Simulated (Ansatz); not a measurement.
## SnPt (model cell, started as zinc blende): following an unstable mode

Which phase does SnPt (model cell, started as zinc blende) fall into along its unstable mode, and how much energy does it gain?

Method: DFT LDA, scalar-relativistic, plane waves, PAW, in Ansatz 0.2.0.

The structure was built from a prototype and need not be the compound's stable phase.

**1. The structure**

Symmetry: F-43m, No. 216, cubic system. The conventional cell has a = 5.907 Å, b = 5.907 Å, c = 5.907 Å, α = 90.00°, β = 90.00°, γ = 90.00°. Nearest to Pt lie 4 Sn at 2.56 Å. Nearest to Sn lie 4 Pt at 2.56 Å. Farther neighbours are not listed.

**2. The dispersion**

The cell comes from relaxations at this level that are not shown. Stability and thermal properties need the whole zone. Linear response on a 4×4×4 q mesh gives force constants as far as a supercell of that size would.

Contents of input.yaml:

```yaml
crystal:
  lattice:
    - [0.0, 2.9533293504, 2.9533293504]
    - [2.9533293504, 0.0, 2.9533293504]
    - [2.9533293504, 2.9533293504, 0.0]
  atoms:
    - { symbol: Pt, position: [0.0, 0.0, 0.0] }
    - { symbol: Sn, position: [0.25, 0.25, 0.25] }
kpoints:
  mp_grid: { grid: [12, 12, 12] }
hamiltonian:
  xc: lda
scf:
  occupations: { method: methfessel_paxton, width: 0.15 }
output:
  eigenvalues: true
phonons:
  method: dfpt
  qmesh: [4, 4, 4]
  temperatures: { t_max: 1000, t_step: 50 }
  qpath:
    path:
      - [[0.0, 0.0, 0.0], [-0.5, -0.5, 0.0], [-0.375, -0.375, 0.25]]
      - [[-0.375, 0.0, 0.375], [0.0, 0.0, 0.0], [0.0, 0.0, 0.5], [-0.5, -0.25, 0.25], [-0.5, -0.5, 0.0]]
    npoints: 10
```

The run is started by

```console
$ ansatz run input.yaml --threads 4 --pin off --max-ram 7168MiB --backend cpu --events-out ev --progress --plain --runs-dir out
```

Numbers of over 12 decimals in the logs are rounded to 6 here.

The program printed:

```text
Warning: phonons: the dynamical matrix that this run interpolates holds no multipole term above the dipole-dipole one, and a site of this crystal is no centre of inversion, so its interpolated transverse optical and acoustic branches and sound speeds can stay off near Gamma, and the density of states and the thermodynamics with them. What a run solves at a wave vector of phonons.qpoints, Gamma apart, where the deck admits one, is free of this, and under fd what a larger phonons.supercell samples
Engine: ansatz 0.2.0, aarch64-unknown-linux-gnu
Pseudopotentials: kind: paw
Pseudopotential: Pt, paw, valence charge 18, recommended cutoff 420 eV (normal), Pt.paw.azcp
Pseudopotential: Sn, paw, valence charge 14, recommended cutoff 420 eV (normal), Sn.paw.azcp
Functional definition: SPW92
  exchange = slater_x
  correlation = pw_c
Crystal: 2 atoms, lattice volume = 51.519 Å³
Basis set: ecut = 420 eV, 965 PW (Γ), exchange–correlation on 60×60×60 points (8 copies of the dense FFT grid, shifted against one another)
Bands: 20, of which v1, the nominal top of the filled ones, is band 16 counted from 1 (15 counted from 0)
Symmetry: 24 space group operations
k-points: 72 of 1728 (time reversal used)
Non-local potential: Pt, projectors of the file, l = 0: 3, l = 1: 2, l = 2: 2, l = 3: 1
Non-local potential: Sn, projectors of the file, l = 0: 2, l = 1: 2, l = 2: 2, l = 3: 2
PAW form: soft (Blöchl's): semilocal exchange-correlation on the pseudo side does not see the compensation charge
PAW frozen core: Pt, regenerated for the run's functional, and the local potential with it (the file was generated under x = pbe(κ = 0.804, μ = 0.219515), c = pbe(β = 0.066725))
PAW frozen core: Sn, regenerated for the run's functional, and the local potential with it (the file was generated under x = pbe(κ = 0.804, μ = 0.219515), c = pbe(β = 0.066725))
PAW one-centre angular grid: Pt, 590 points (default); XC on 64 Gauss nodes
PAW one-centre angular grid: Sn, 590 points (default); XC on 64 Gauss nodes
Initial density: superposition of atomic densities (neutral atoms: chi_scale 0, normalization atom), corrected by the library's trained network
Initial wavefunctions: pseudopotential atomic-orbital guess
Functional: x = slater, c = lda
SCF iter   1: F=—  HF=-18124.568576 eV  |F-HF|=—  |Δ(HF+E_count)|=         —  Δρ=5.76e-3  dr2=9.61e-3  ethr=1.77e-3  ⟨swp⟩=5.6  Hψ=6649  notcnv=0
preconditioner: auto → Kerker (q_TF=auto, 2.520 Å⁻¹)  [metal: Δε(μ)=0.056 eV  Ē_g=15.407 eV  σ=0.150 eV  W_gap=0.30  n_scr=14 (ndim 8)  ℏωp=25.3 eV  f_vac=0.040  D(μ)=0.90/eV (n_scr^D=0)]
SCF iter   2: F=—  HF=-18124.565278 eV  |F-HF|=—  |Δ(HF+E_count)|=   3.30e-3  S|Δr|=    0.00e0  Δρ=2.57e-3  dr2=1.34e-3  ethr=3.00e-5  ⟨swp⟩=2.0  Hψ=2593  notcnv=0
SCF iter   3: F=—  HF=-18124.564899 eV  |F-HF|=—  |Δ(HF+E_count)|=   3.79e-4  S|Δr|=    0.00e0  Δρ=6.67e-4  dr2=1.36e-4  ethr=4.19e-6  ⟨swp⟩=2.0  Hψ=1792  notcnv=0
SCF iter   4: F=—  HF=-18124.564874 eV  |F-HF|=—  |Δ(HF+E_count)|=   2.49e-5  S|Δr|=    0.00e0  Δρ=1.26e-4  dr2=9.39e-6  ethr=4.24e-7  ⟨swp⟩=2.5  Hψ=2327  notcnv=0
SCF iter   5: F=—  HF=-18124.564870 eV  |F-HF|=—  |Δ(HF+E_count)|=   4.68e-6  S|Δr|=    0.00e0  Δρ=4.96e-5  dr2=1.78e-6  ethr=2.94e-8  ⟨swp⟩=2.3  Hψ=2135  notcnv=0
SCF iter   6: F=—  HF=-18124.564869 eV  |F-HF|=—  |Δ(HF+E_count)|=   2.41e-7  S|Δr|=    0.00e0  Δρ=1.42e-5  dr2=1.79e-7  ethr=5.55e-9  ⟨swp⟩=2.2  Hψ=2205  notcnv=0
SCF iter   7: F=—  HF=-18124.564869 eV  |F-HF|=—  |Δ(HF+E_count)|=   2.31e-8  S|Δr|=    0.00e0  Δρ=4.20e-6  dr2=1.50e-8  ethr=5.60e-10  ⟨swp⟩=2.2  Hψ=1966  notcnv=0
SCF iter   8: F=—  HF=-18124.564869 eV  |F-HF|=—  |Δ(HF+E_count)|=  8.62e-10  S|Δr|=    0.00e0  Δρ=1.12e-6  dr2=1.14e-9  ethr=4.69e-11  ⟨swp⟩=2.0  Hψ=2280  notcnv=0
SCF iter   9: F=—  HF=-18124.564869 eV  |F-HF|=—  |Δ(HF+E_count)|=  1.86e-10  S|Δr|=    0.00e0  Δρ=2.64e-7  dr2=5.19e-11  ethr=3.55e-12  ⟨swp⟩=2.1  Hψ=1706  notcnv=0
SCF iter  10: F=-18124.564869 eV  HF=-18124.564869 eV  |F-HF|=0.00e0  |Δ(HF+E_count)|=  1.46e-11  S|Δr|=    0.00e0  Δρ=9.19e-8  dr2=6.72e-12  ethr=1.00e-12  ⟨swp⟩=6.8  Hψ=6327  notcnv=0
SCF 1 converged in 10 iterations: F = -18124.564869 eV  dr2 = 6.72e-12
  greatest PAW one-centre occupation: 1.000 electrons in one spin orbital (limit 2), on the Pt atom at site 0 (counted from 0), in its partial waves of l = 0
Initial density: read from a saved state, or passed on in memory by an earlier SCF of this step, an earlier step, the calling program or the single point that the run made first
iter 1 solved again at ethr=2.13e-7 eV; its pass at ethr=3.10e-3 eV (dr2=6.83e-5 eV) is discarded
SCF iter   1: F=—  HF=-18124.564871 eV  |F-HF|=—  |Δ(HF+E_count)|=         —  Δρ=1.12e-6  dr2=5.90e-10  ethr=2.13e-7  ⟨swp⟩=3.0  Hψ=10283  notcnv=0
eigensolver tolerance schedule: the retry pair's looser diagonalisation over-reported the residual by 115683.39 of it (diagonalisation noise at an unbounded share of the residual, at the tolerance the schedule requests for it); recorded, not acted on — ethr = c·dr2/N_el stays at c = 1.0e-1
preconditioner: auto → Kerker (q_TF=auto, 2.520 Å⁻¹)  [metal: Δε(μ)=0.056 eV  Ē_g=15.444 eV  σ=0.150 eV  W_gap=0.31  n_scr=14 (ndim 8)  ℏωp=25.3 eV  f_vac=0.032  D(μ)=0.92/eV (n_scr^D=0)]
SCF iter   2: F=—  HF=-18124.564869 eV  |F-HF|=—  |Δ(HF+E_count)|=   2.05e-6  S|Δr|=    0.00e0  Δρ=8.12e-7  dr2=3.72e-10  ethr=1.84e-12  ⟨swp⟩=4.0  Hψ=4101  notcnv=0
SCF iter   3: F=—  HF=-18124.564869 eV  |F-HF|=—  |Δ(HF+E_count)|=  7.28e-11  S|Δr|=    0.00e0  Δρ=4.51e-7  dr2=9.99e-11  ethr=1.16e-12  ⟨swp⟩=1.0  Hψ=1440  notcnv=0
SCF iter   4: F=-18124.564869 eV  HF=-18124.564869 eV  |F-HF|=7.28e-12  |Δ(HF+E_count)|=  1.46e-11  S|Δr|=    0.00e0  Δρ=1.35e-7  dr2=5.91e-12  ethr=1.00e-12  ⟨swp⟩=2.8  Hψ=4250  notcnv=0
SCF 2 converged in 4 iterations: F = -18124.564869 eV  dr2 = 5.91e-12
phonons: the bands overlap, so this run is a metal and interpolates without the dipole-dipole term. If the crystal is really an insulator or semiconductor, its LO-TO splitting is missing
NSCF: frozen V_eff on 72 k-points
NSCF: frozen V_eff on 163 k-points
DFPT response loops at q = (0, 0, 0) (fractional): preconditioner auto → Kerker (q_TF=auto, 2.520 Å⁻¹) (partly filled bands, converged f_vac=0.032); β = 1.00, the filter's whole step (`scf.mixing.beta` (0.50) is not read by the response loops under this deck's `scf.mixing.preconditioner`; to damp them name `kerker` or `kerker_dos`, under which they read `scf.mixing.beta`, and type it under 1.00, their step now; both keys bind the ground state too); Broyden in place of MSR1
NSCF: frozen V_eff on 1872 k-points
DFPT response loops at q = (0, 0, 0.25) (fractional): mixed as the last ones told, above
NSCF: frozen V_eff on 952 k-points
DFPT response loops at q = (0, 0, -0.5) (fractional): mixed as the last ones told, above
NSCF: frozen V_eff on 1020 k-points
DFPT response loops at q = (0, 0.25, 0.25) (fractional): mixed as the last ones told, above
NSCF: frozen V_eff on 3456 k-points
DFPT response loops at q = (0, 0.25, -0.5) (fractional): mixed as the last ones told, above
NSCF: frozen V_eff on 1872 k-points
DFPT response loops at q = (0, 0.25, -0.25) (fractional): mixed as the last ones told, above
NSCF: frozen V_eff on 560 k-points
DFPT response loops at q = (0, -0.5, -0.5) (fractional): mixed as the last ones told, above
NSCF: frozen V_eff on 1020 k-points
DFPT response loops at q = (0.25, -0.5, -0.25) (fractional): mixed as the last ones told, above
SCF converged after 10 iterations
Stability not checked: this state was not tested for a lower state beside it, because cold or Methfessel-Paxton smearing, or corrected tetrahedra, fill the levels in a way that the test cannot read (fill_not_monotonic; see scf.lower_state_search)
Free energy (F): -18124.564869 eV
Harris-Foulkes:  -18124.564869 eV  (|F-HF|=0.00e0)
Internal energy: -18124.565042 eV  (E = F + TS)
E sigma→0 (E₀):  -18124.564912 eV
Entropy (-TS):   0.000173 eV (0.086 meV/atom)
Fermi energy:    11.028806 eV
--- Per-component energies (eV) ---
  E_band       = -421.842139
  E_kinetic    = 829.840200
  E_local      = -3469.228510  (includes V_loc(G=0)·N_el)
  E_nonlocal   = 180.786654
  E_hartree    = 1546.738478
  E_xc         = -638.946271
  E_vxc        = -400.853875  (∫ρ·V_xc dr)
  E_paw        = -13175.888027  (= ΣΔE_a)
  E_vpaw       = -655.863700  (= ΣTr[D̂ρ^β])
  E_aug_tail   = 0.000157  (compensation charges beyond the density's cutoff)
  E_ewald      = -3398.756491
  E_core_change = 0.888768  (= ΣΔE_core)
  E_smearing   = 0.000173  (= −TS)
  E_closure    = 0.000000  (closes the sum)
  Σ components = -18124.564869   (vs F -18124.564869, Δ=0.00e0)
--- Band table (eV; the first three rows and the last of 72) ---
  k-point 0: bands = [... 12 lower, 7.0044, 8.3134, 8.3134, 16.2667, 16.9221, 16.9221, 16.9221, 18.0081]
  k-point 1: bands = [... 12 lower, 7.0299, 8.3034, 8.3034, 15.2945, 16.5359, 16.5359, 16.7379, 18.3825]
  k-point 2: bands = [... 12 lower, 7.0961, 8.2843, 8.2843, 13.5565, 15.8882, 15.8882, 16.6388, 18.9511]
  k-point 71: bands = [... 12 lower, 7.7869, 8.3237, 8.6314, 9.7830, 10.1387, 11.5359, 19.2947, 19.5984]
--- Phonons (Γ-DFPT): 2 representative perturbations + reference (Σ response iterations 6) ---
  ASR residual: 8.878e-5 → 0.000e0 eV/Å²; symmetrization residual: 4.557e-5 eV/Å²
  ASR residual per site (eV/Å²): 8.88e-5 2.09e-5
  Γ frequencies (cm⁻¹): 0.00 0.00 0.00 191.17 191.17 191.17
--- Phonons (arbitrary-q DFPT): 8 irreducible q on the 4×4×4 mesh ---
  q = [0.0000, 0.0000, 0.0000] (star 1, of the zone-centre solve; hermiticity 9.19e-6, symmetrization 3.48e-12): 0.00 0.00 0.00 191.17 191.17 191.17
  q = [0.0000, 0.0000, 0.2500] (star 8, 2 solved perturbations on 936 of 1728 k-point pairs; hermiticity 4.05e-6, symmetrization 3.14e-13): -10.22 -10.22 70.27 189.10 192.48 192.48
  q = [0.0000, 0.0000, -0.5000] (star 4, 2 solved perturbations on 476 of 1728 k-point pairs; hermiticity 4.86e-6, symmetrization 5.54e-13): 6.84 6.84 103.29 177.21 191.01 191.01
  q = [0.0000, 0.2500, 0.2500] (star 6, 4 solved perturbations in 1608 linear systems a pass and spin channel, the states on 510 of 1728 k-point pairs; hermiticity 6.85e-6, symmetrization 2.45e-13): -15.40 -15.40 81.75 186.66 191.65 191.65
  q = [0.0000, 0.2500, -0.5000] (star 24, 4 solved perturbations in 5328 linear systems a pass and spin channel, the states on 1728 of 1728 k-point pairs; hermiticity 3.71e-6, symmetrization 2.55e-13): -14.58 -9.03 112.32 173.53 189.69 190.24
  q = [0.0000, 0.2500, -0.2500] (star 12, 4 solved perturbations in 2892 linear systems a pass and spin channel, the states on 936 of 1728 k-point pairs; hermiticity 3.47e-6, symmetrization 3.58e-12): -13.53 -11.15 101.24 178.44 191.08 191.18
  q = [0.0000, -0.5000, -0.5000] (star 3, 4 solved perturbations in 886 linear systems a pass and spin channel, the states on 280 of 1728 k-point pairs; hermiticity 2.89e-6, symmetrization 3.93e-13): -21.01 -21.01 123.30 165.67 188.31 188.31
  q = [0.2500, -0.5000, -0.2500] (star 6, 4 solved perturbations in 1544 linear systems a pass and spin channel, the states on 510 of 1728 k-point pairs; hermiticity 3.18e-6, symmetrization 1.31e-12): -22.85 14.35 125.36 166.41 189.09 190.25
  sum rule: each row above includes the acoustic sum rule's correction from the zone centre's row sums; it moved no ω² by more than (0.35 cm⁻¹)²
  mesh force constants: q→R imaginary residual 2.64e-18; ASR residual 8.878e-5 → 0.000e0 eV/Å²; symmetrization residual 5.329e-15 eV/Å²
  interpolated dispersion: 62 rows × 6 modes
  density of states and harmonic sums: on the 20×20×20 q-mesh, interpolated from the force constants of a 4×4×4 supercell (no non-analytic term)
  largest difference from the sums on the solved wave vectors: F 6.07e-2 eV, S 7.22e-5 and C_V 1.16e-5 eV/K
  zero-point energy: 0.041071 eV/cell   skipped modes (ω ≤ 0): 437, of them read as no rigid motion or as one in doubt: 434 (1.663e0 modes/cell left out, lowest -22.85 cm⁻¹)   left out of the sums: 2.77e-1 of the cell's modes: C_V's classical limit lies that fraction below 3 k_B per atom; for a crystal, a wire or a layer, F and S can be off by more, and a phonons.interpolated_qmesh denser along its periods is the remedy for the sampling
```

Elapsed: 6.4 min, on 4 threads of Arm Neoverse V2, shared host; peak memory 3.9 GiB; 25 min of CPU time.

Numbers from this step:

```
volume per atom                                         : 25.76 Å³
gap on the k-mesh                                       : 0 eV
sum-rule residual before enforcement                    : 8.88e-5 eV/Å²
lowest frequency on the path                            : -22.85 cm⁻¹
point group                                             : -43m
highest frequency on the path or at a solved wavevector : 192.6 cm⁻¹
highest optical mode at the zone centre (no LO-TO term) : 191.2 cm⁻¹
lowest optical zone-centre mode                         : 191.2 cm⁻¹
lowest mode on the q mesh (acoustic modes at Γ apart)   : -22.85 cm⁻¹
```

Frequencies (cm⁻¹) solved at each irreducible wavevector; negative means imaginary. Frequencies by wavevector, by row:

```
q in reciprocal lattice units  star  mode 1  mode 2  mode 3  mode 4  mode 5  mode 6
                        0 0 0     1       0       0       0   191.2   191.2   191.2
                     0 0 0.25     8   -10.2   -10.2    70.3   189.1   192.5   192.5
                     0 0 -0.5     4     6.8     6.8   103.3   177.2     191     191
                  0 0.25 0.25     6   -15.4   -15.4    81.8   186.7   191.7   191.7
                  0 0.25 -0.5    24   -14.6      -9   112.3   173.5   189.7   190.2
                 0 0.25 -0.25    12   -13.5   -11.2   101.2   178.4   191.1   191.2
                  0 -0.5 -0.5     3     -21     -21   123.3   165.7   188.3   188.3
              0.25 -0.5 -0.25     6   -22.9    14.3   125.4   166.4   189.1   190.2
```

Interpolated from a 4×4×4 q mesh. Phonon branches along the path, in cm⁻¹:

```csv
point,branch 1,branch 2,branch 3,branch 4,branch 5,branch 6
Γ,0,0,0,191,191,191
halfway,-15,-15,82,187,192,192
X,-21,-21,123,166,188,188
halfway,-19,-18,124,166,188,189
U,-15,-13,123,167,189,190
jump to K,-15,-13,123,167,189,190
halfway,-13,-11,82,186,192,192
Γ,0,0,0,191,191,191
halfway,-10,-10,70,189,192,192
L,7,7,103,177,191,191
halfway,-14,8,113,173,190,191
W,-23,14,125,166,189,190
halfway,-22,-9,124,166,189,189
X,-21,-21,123,166,188,188
```

The phonon branches as a text plot (rows in cm⁻¹):

```
    188 |********************************************************
    179 |       **           ***               ******
    170 |         ***********                        ************
    161 |
    152 |
    143 |
    134 |
    125 |           *******                              ********
    116 |         **       **                         ***
    107 |        *           **                  *****
     98 |       *              *               **
     89 |                                     *
     80 |      *                *            *
     71 |    **                  *          *
     62 |                                  *
     53 |   *                     **
     44 |                                 *
     35 |  *                        *
     26 |                                *
     18 | *                          *  *                ***
      9 |                                       *********   *
      0 |**                          ****      *   *         *
     -9 |  ****           ***********    ******     **        *
    -18 |      ************                           ***********
         Γ           X  U|K            Γ         L        W     X
```

Symmetry leaves 8 wavevectors to solve. The lowest mode among them, the acoustic zeros apart, lies at q = (0.25, -0.5, -0.25) and is imaginary, 22.9i cm⁻¹, so the energy falls along it.

**3. The mode frozen in, largest atomic shift 0 Å**

The mode followed lies at q = (0, -0.5, -0.5) with frequency 21.0i cm⁻¹ and is 2-fold degenerate, one of the unstable modes though not the softest. At small amplitude the distorted cell has space group no. 4 by a symmetry search on the positions. The undistorted cell that holds it gives the zero of energy on the same k mesh.

System of this step: SnPt (model cell, started as zinc blende). It takes space group F-43m (No. 216, cubic). Conventional cell: a = 5.907 Å, b = 5.907 Å, c = 5.907 Å, α = 90.00°, β = 90.00°, γ = 90.00°. Pt has 4 Sn at 2.56 Å nearest. Sn has 4 Pt at 2.56 Å nearest. Farther neighbours are not listed.

Contents of input.yaml:

```yaml
crystal:
  lattice:
    - [0.0, -2.9533293504, -2.9533293504]
    - [0.0, 2.9533293504, -2.9533293504]
    - [5.9066587008, 0.0, 0.0]
  atoms:
    - { symbol: Pt, position: [0.5, 0.5, 0.5] }
    - { symbol: Pt, position: [0.0, 0.0, 0.0] }
    - { symbol: Sn, position: [0.0, 0.5, 0.75] }
    - { symbol: Sn, position: [0.5, 0.0, 0.25] }
kpoints:
  mp_grid: { grid: [10, 10, 6] }
hamiltonian:
  xc: lda
scf:
  occupations: { method: methfessel_paxton, width: 0.15 }
output:
  forces: true
  stress: true
  eigenvalues: true
```

The program printed:

```text
[...]
Crystal: 4 atoms, lattice volume = 103.038 Å³
Basis set: ecut = 420 eV, 1963 PW (Γ)
Bands: 39, of which v1, the nominal top of the filled ones, is band 32 counted from 1 (31 counted from 0)
Symmetry: 16 space group operations
[...]
k-points: 84 of 600 (time reversal used)
[...]
k-point 0: bands = [... 28 lower, 8.4412, 8.6688, 8.9423, 11.4040, 11.4040, 16.2671, 16.3259, 16.7348, ... 3 higher]
  k-point 1: bands = [... 28 lower, 8.3249, 8.4326, 9.8092, 11.6824, 11.6824, 15.5133, 15.9605, 15.9605, ... 3 higher]
  k-point 2: bands = [... 28 lower, 8.3472, 8.4094, 11.1634, 12.4146, 12.4146, 14.2447, 14.6555, 14.6555, ... 3 higher]
  k-point 83: bands = [... 28 lower, 8.6329, 8.6329, 9.7849, 9.7849, 10.1384, 10.1384, 11.5379, 11.5379, ... 3 higher]
[key lines of the parts left out:]
SCF converged after 6 iterations
Free energy (F): -36249.133568 eV
Fermi energy:    11.071628 eV
P = ⅓ Tr σ = 0.0490 GPa (0.490 kbar)
```

It took 6.2 s on 4 threads; peak memory 0.51 GiB; 24 s of CPU time.

This step gave:

- pressure: 0.04904 GPa
- energy from the undistorted cell: 0 meV/atom

The run ends at a pressure of 0.05 GPa.

**4. The mode frozen in, largest atomic shift 0.22 Å**

The atoms are moved along the unstable eigenvector, the largest shift by 0.22 Å, with the cell fixed.

input.yaml, the sections that differ from step 3:

```yaml
crystal:
  lattice:
    - [0.0, -2.9533293504, -2.9533293504]
    - [0.0, 2.9533293504, -2.9533293504]
    - [5.9066587008, 0.0, 0.0]
  atoms:
    - { symbol: Pt, position: [0.5338517521, 0.4677457148, 0.5] }
    - { symbol: Pt, position: [-0.0338517521, 0.0322542852, 0.0] }
    - { symbol: Sn, position: [0.0381350271, 0.5363354321, 0.75] }
    - { symbol: Sn, position: [0.4618649729, -0.0363354321, 0.25] }
# kpoints, hamiltonian, scf, output: as in step 3
```

The program printed:

```text
[...]
Crystal: 4 atoms, lattice volume = 103.038 Å³
Basis set: ecut = 420 eV, 1963 PW (Γ)
Bands: 39, of which v1, the nominal top of the filled ones, is band 32 counted from 1 (31 counted from 0)
Symmetry: 2 space group operations
[...]
k-points: 208 of 600 (time reversal used)
[...]
k-point 0: bands = [... 28 lower, 8.4886, 8.6765, 8.9977, 11.4273, 11.5811, 15.5575, 16.1660, 16.2657, ... 3 higher]
  k-point 1: bands = [... 28 lower, 8.4458, 8.4803, 9.8284, 11.6917, 11.8019, 15.1834, 15.5320, 15.7931, ... 3 higher]
  k-point 2: bands = [... 28 lower, 8.4222, 8.4584, 11.1592, 12.3788, 12.4073, 14.2950, 14.3259, 14.5628, ... 3 higher]
  k-point 207: bands = [... 28 lower, 8.6616, 8.6616, 9.8194, 9.8194, 10.2415, 10.2415, 11.5508, 11.5508, ... 3 higher]
[key lines of the parts left out:]
SCF converged after 6 iterations
Free energy (F): -36249.142335 eV
Fermi energy:    11.094481 eV
P = ⅓ Tr σ = -1.7514 GPa (-17.514 kbar)
```

Run time: 15 s. Hardware: 4 threads; peak memory 0.79 GiB.

Numbers from this step:

- pressure: -1.751 GPa
- energy from the undistorted cell: -2.235 meV/atom

The energy, extrapolated to zero smearing, is -2.23 meV/atom against the undistorted cell.

The run ends at a pressure of -1.75 GPa, with forces up to 0.031 eV/Å.

(Continued in part 2 of 3.)

[Logs are printed without paths, hosts, clocks, repeated set-up lines and the standing remarks that a program may print on its own settings, such as how far it seeks lower states.]

[Hosts, paths, dates, database ids (printed as entryN), source tags and the programs' standing remarks are cut or masked in the printed files.]
